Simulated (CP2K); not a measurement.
Two runs for the C K edge of isocyanoacetylene. Run A: CP2K XAS_TDP, all-electron GAPW, PBEh(45%), aug-cc-pVTZ, TDA, no relativity. Run B differs in one setting.

First lines with a strength over 0.0015. A:

| atom | energy (eV) | states | strength, one atom |
| --- | --- | --- | --- |
| C1 (bonded to N) | 280.98 | 2 | 0.1468 |
|  | 287.54 | 2 | 0.0048 |
|  | 288.14 | 2 | 0.0043 |
|  | 289.31 | 1 | 0.0021 |
|  | 289.39 | 2 | 0.0087 |
| C3 (bonded to C and N) | 282.51 | 2 | 0.0770 |
|  | 286.62 | 2 | 0.0461 |
|  | 287.50 | 1 | 0.0103 |
|  | 288.83 | 1 | 0.0082 |
|  | 288.93 | 2 | 0.0128 |
| C4 (bonded to C and H) | 281.25 | 2 | 0.0948 |
|  | 284.61 | 1 | 0.0060 |
|  | 285.28 | 1 | 0.0061 |
|  | 286.14 | 2 | 0.0140 |
|  | 286.60 | 2 | 0.0016 |

B:

| atom | energy (eV) | states | strength, one atom |
| --- | --- | --- | --- |
| C1 (bonded to N) | 281.09 | 2 | 0.1469 |
|  | 288.81 | 2 | 0.0051 |
|  | 288.98 | 1 | 0.0040 |
|  | 290.51 | 1 | 0.0096 |
|  | 290.97 | 1 | 0.0126 |
| C3 (bonded to C and N) | 282.69 | 2 | 0.0764 |
|  | 287.05 | 2 | 0.0550 |
|  | 287.18 | 1 | 0.0038 |
|  | 288.60 | 1 | 0.0192 |
|  | 292.01 | 1 | 0.0243 |
| C4 (bonded to C and H) | 281.42 | 2 | 0.0958 |
|  | 285.18 | 1 | 0.0115 |
|  | 287.39 | 2 | 0.0098 |
|  | 288.27 | 1 | 0.0239 |
|  | 291.87 | 1 | 0.0021 |

Which was it: GW2X switched on, scalar relativity switched on, the functional, the basis?

The basis (basis from aug-cc-pVTZ to 6-311G**; the lines alone don't name the new value). A basis moves diffuse and continuum lines far more than the leading valence line. Against PBEh(45%) in aug-cc-pVTZ, the leading lines move by +0.11 eV (C1, to 281.09), +0.18 eV (C3, to 282.69) and +0.17 eV (C4, to 281.42). The next line of C1 over the strength cut lies 7.72 eV higher, against 6.56.

[Hosts, paths, dates, database ids (printed as entryN), source tags and the programs' standing remarks are cut or masked in the printed files.]
